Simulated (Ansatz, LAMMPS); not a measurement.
# Which site? B in place of C in annealed Voronoi polycrystal of C with 5 % Si on C sites (3 grains at the start) (194 atoms): runs compared

Aim: make B in place of C at several sites of annealed Voronoi polycrystal of C with 5 % Si on C sites (3 grains at the start) (194 atoms), relax each, and compare their energies.

Computed with Ansatz 0.2.0: Kohn-Sham DFT, PBE, PAW (set soft_2), plane waves.

**1. The cell as built**

The cell holds 194 atoms: 184 C and 10 Si. Cell: a = 13.252 Å, b = 10.434 Å, c = 11.146 Å, α = 90.0°, β = 90.0°, γ = 90.0°. It derives from C (diamond C) and Si. 3 grains of diamond C (a = 3.566 Å), 5 % of C replaced at random by Si at random centres and orientations, cut by Voronoi cells in a periodic box, atoms closer than 1.11 Å removed; annealed 10 ps at 2550 K with the Tersoff potential (Tersoff, Phys. Rev. B 39, 5566 (1989)), cooled to 300 K.

Limits known from the start: The starting topology of bonds comes from the classical model, and needn't be the one that DFT or experiment would give. Sampling is at Γ alone, for a cell whose shortest periodic width is 10 Å.

**2. The reference run**

The reference is a single point at the end of the relaxation.

Every defect cell starts from the geometry of this run and is relaxed in the fixed cell.

Its input, with most atom lines left out:

```yaml
crystal:
  lattice:
    - [13.25235, 0.0, 0.0]
    - [0.0, 10.43381, 0.0]
    - [0.0, 0.0, 11.14608]
  atoms:
    - { symbol: C, position: [0.99006, 0.19812, 0.52375] }
    - { symbol: C, position: [0.91279, 0.56831, 0.06355] }
    - { symbol: C, position: [0.9942, 0.16682, 0.39665] }
    - { symbol: C, position: [0.05542, 0.25031, 0.08442] }
    - { symbol: C, position: [0.9861, 0.56356, 0.64033] }
    - { symbol: C, position: [0.9963, 0.70581, 0.65935] }
    - { symbol: C, position: [0.07835, 0.3641, 0.64294] }
    [... atom lines 8 to 194 left out ...]
kpoints:
  mp_grid: { grid: [1, 1, 1] }
hamiltonian:
  xc: pbe
scf:
  occupations: { method: fermi_dirac, width: 0.05 }
output:
  forces: true
  stress: true
  populations: true
  dos:
    method: { smearing: { sigma: 0.15 } }
    de: 0.1
    projected: { site_lists: { C: [C], Si: [Si] } }
  eigenvalues: true
  write_density: true
  write_potential: true
  volumetric_format: npy
  elf: true
```

* free energy per atom: -270.0201 eV/atom
* r.m.s. force component: 0.00884 eV/Å
* pressure: 0.5346 GPa

Counting bands leaves a spacing of only 0.095 eV (at Γ alone), which the smearing bridges: 4 levels are partly filled by over 2 %, so a gap, if any, is small at this level.

**3. The runs**

Each row is one run, on 4 threads of Intel Xeon Platinum 8259CL at 2.50GHz (Skylake/Cascade Lake), shared host. The free energy is the program's total, comparable only between runs with the same functional, potentials and atoms.

```
                                 run  atoms    outcome  ionic steps, all passes  free energy (eV)     time  host memory (GiB)
           Single point at the start    194  converged                        -        -52332.836     30 s                2.5
                          Relaxation    194  converged                       56        -52383.895   16 min                2.6
Single point at the relaxed geometry    194  converged                        -        -52383.895     46 s                2.6
          B on a site of C, site C40    194  converged                        7        -52289.420  3.1 min                2.6
          B on a site of C, site C66    194  converged                        6        -52290.491    3 min                2.6
         B on a site of C, site C160    194  converged                        7        -52289.135  5.4 min                2.6
         B on a site of C, site C190    194  converged                        6        -52289.050  3.9 min                2.6
         B on a site of C, site C165    194  converged                       20        -52289.248   12 min                2.6
          B on a site of C, site C26    194  converged                       11        -52289.310  6.6 min                2.5
```

The surroundings of site C66, the cheapest one, after relaxation, nearest first, numbered as they follow in the input and with coordinates relative to it.

```
atom      x      y      z  distance (Å)  bonds
 B66  -0.02   0.03  -0.03          0.05      4
 C65   0.45   0.66   1.41          1.62      3
 C73   0.62  -1.54   0.13          1.67      4
 C89  -1.75  -0.07  -0.16          1.75      4
 C83   0.64   0.78  -1.53          1.83      4
 C90  -1.99  -1.13  -1.20          2.58      3
 C74   0.52  -2.28  -1.16          2.61      3
C193   0.51  -0.09   2.61          2.66      3
 C70   0.22  -2.28   1.42          2.69      3
 C12   2.18  -1.58   0.07          2.70      3
```

The column of bonds counts only the pairs C-C within 1.85 Å, C-Si within 2.23 Å, C-B within 1.95 Å; other neighbours, such as metal atoms beside each other in a compound, aren't counted, and periodic images can show an atom twice.

**4. The sites compared**

All these cells hold the same atoms, so their energies can be compared with no chemical potential.

```
site  neighbours  mean distance (Å)  atoms within 6 Å  energy over the best site (eV)  before relaxation (eV)  gain on relaxing (eV)
 C66          C4               1.67               114                            0.00                    0.00                   0.26
 C40          C2               1.35               111                            1.07                    1.39                   0.58
 C26          C3               1.45               113                            1.18                    2.04                   1.12
C165          C4               1.54               118                            1.24                    1.47                   0.49
C160          C3               1.44               116                            1.36                    1.61                   0.51
C190          C3               1.46               116                            1.44                    1.63                   0.44
```

Neighbours are those of the relaxed host within 1.85 Å (C-C), 2.23 Å (C-Si); other pairs aren't counted.

**5. Outcome**

The cheapest site is C66 (4 neighbours, C4); the dearest, C190 (3 neighbours, C3), costs 1.4 eV more. By coordination the energies over the best site are 1.07 eV with 2 neighbours, 1.18 to 1.44 eV with 3 neighbours and 0.00 to 1.24 eV with 4 neighbours. Sites with the same first shell differ by up to 1.24 eV, from their geometry, farther neighbours or both. Relaxation gains 0.26 to 1.1 eV and leaves the best site the same.

Caveats: Defects are neutral and interact with their images. Only 6 of the 184 C sites were tried; unless symmetry makes the others alike to these, a cheaper one may exist. The change leaves an odd electron count, and these runs have no spin polarisation. The stress is far from hydrostatic: its diagonal is 2.4, 0.9, -1.8 GPa, compression counted positive. Only 39 % of the atoms keep four neighbours, so the anneal has largely destroyed the diamond-type grains; the name gives the cell as built.

The DFT runs together took 52 min of wall time.

[Logs are printed without paths, hosts, clocks, repeated set-up lines and the standing remarks that a program may print on its own settings, such as how far it seeks lower states.]

[Hosts, paths, dates, database ids (printed as entryN), source tags and the programs' standing remarks are cut or masked in the printed files.]
